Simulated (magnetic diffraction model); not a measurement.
# Which magnetic order? NdTi₆Al₆

Space group P6/mmm (no. 191), a = 5.2610 Å, c = 8.6220 Å.

| site | atom | x | y | z |
| --- | --- | --- | --- | --- |
| 1a | Nd | 0 | 0 | 0 |
| 2e | Ti | 0 | 0 | 0.3468 |
| 2d | Ti | 1/3 | 2/3 | 1/2 |
| 2c | Ti | 1/3 | 2/3 | 0 |
| 6i | Al | 0 | 1/2 | 0.2543 |

The compound is invented for this exercise: a known structure type with other elements, its cell scaled to their sizes and not relaxed.

Only Nd is taken to order (form factors of Nd3+); orders and moment sizes are assumed, and not adapted to the symmetry. Radiation: neutrons of λ = 1.594 Å, 5° to 60°; isotropic B of 0.45 Å² (Nd), 0.53 Å² (Ti) and 0.69 Å² (Al). The intensities are simulated: I ∝ L Σ (|F_N|² + |F_M⊥|²) for unpolarised neutrons, with F_M = 2.695 fm/μB × Σ f(s) S exp(2πi Q·r) exp(−B s²) at Q = H ± k (one set where k and −k are equivalent), only the part normal to Q counting and L = 1/(sin²θ cos θ). For collinear order S is the moment m, which repeats by lattice and centring translations R with the sign exp(−2πi k·R). Form factors are spin-only for 3d ions and dipole or tabulated for f ions, scattering lengths are Sears's of 1992, and absorption is left out. A label names one of the reflections at its angle. The strongest nuclear line in the range is 100, and lines under 0.2 are left out.

Above the ordering temperature:

```csv
2θ (°),index,I
10.61,(0 0 1),27.1
21.31,(0 0 2),32.7
22.82,(1 0 1),40.6
29.49,(1 0 2),100.0
35.27,(1 1 0),24.4
36.94,(1 1 1),16.0
40.96,(2 0 0),37.5
41.58,(1 1 2),0.9
42.43,(2 0 1),10.8
43.40,(0 0 4),5.4
46.62,(2 0 2),0.9
48.29,(1 0 4),11.8
53.03,(2 0 3),0.4
55.06,(0 0 5),0.3
56.32,(2 1 1),14.8
57.11,(1 1 4),2.9
59.23,(1 0 5),4.2
59.78,(2 1 2),53.7
```

Below it (cell unchanged):

```csv
2θ (°),I
10.04,7.8
10.61,27.1
14.62,4.5
17.43,1.8
20.45,2.2
21.31,32.7
22.82,40.6
23.60,1.1
26.76,1.8
27.66,0.9
28.86,2.8
29.49,100.0
30.42,0.8
32.30,1.2
33.81,0.4
34.46,1.5
35.27,24.4
36.77,0.8
36.84,0.4
36.94,16.0
37.45,0.7
38.37,1.3
40.96,37.5
41.58,0.9
42.35,0.8
42.43,10.8
42.88,0.9
43.40,5.4
44.82,0.6
44.89,0.4
46.20,1.1
46.62,0.9
47.26,0.5
48.29,11.8
48.58,0.9
49.66,0.5
```
(The table stops after 36 lines; 20 more lie at higher angle.)

**Question.** Check that the new lines index with k = (0 1/2 0), then choose among these models:
A. collinear moments along [001], 2.1 μB on Nd
B. collinear moments along [101], 2.1 μB on Nd
C. collinear moments along [100], 2.1 μB on Nd

The new lines index as (0 1/2 0) at 10.04°, (0 1/2 1) at 14.62°, (1 -1/2 0) at 17.43° and (1 -1/2 1) at 20.45°, that is as H ± k with k = (0 1/2 0), one of 3 inequivalent arms of its star (k and −k counted as one), which a powder can't tell apart. Half indices mean that the moments reverse under translations with k·R a half-integer, and the magnetic cell has twice the primitive volume.

Magnetic intensity, observed (below minus above) and for each model:

| 2θ (°) | index | observed | A | B | C |
| --- | --- | --- | --- | --- | --- |
| 14.62 | (0 1/2 1) | 4.5 | 3.4 | 4.5 | 7.3 |
| 17.43 | (1 -1/2 0) | 1.8 | 2.5 | 1.8 | <0.2 |
| 20.45 | (1 -1/2 1) | 2.2 | 2.6 | 2.2 | 1.0 |
| 23.60 | (0 1/2 2) | 1.1 | 0.5 | 1.1 | 2.7 |
| 26.76 | (1 1/2 0) | 1.8 | 2.0 | 1.8 | 1.2 |
| 33.81 | (0 1/2 3) | 0.4 | <0.2 | 0.4 | 1.2 |
| 36.77 | (2 -1/2 0) | 0.8 | 1.0 | 0.8 | <0.2 |
| 38.37 | (2 -1/2 1) | 1.3 | 1.7 | 1.3 | 0.3 |

Model B matches.

The structure used: k = (0 1/2 0), collinear moments along [101], 2.1 μB on Nd.

[Logs are printed without paths, hosts, clocks, repeated set-up lines and the standing remarks that a program may print on its own settings, such as how far it seeks lower states.]
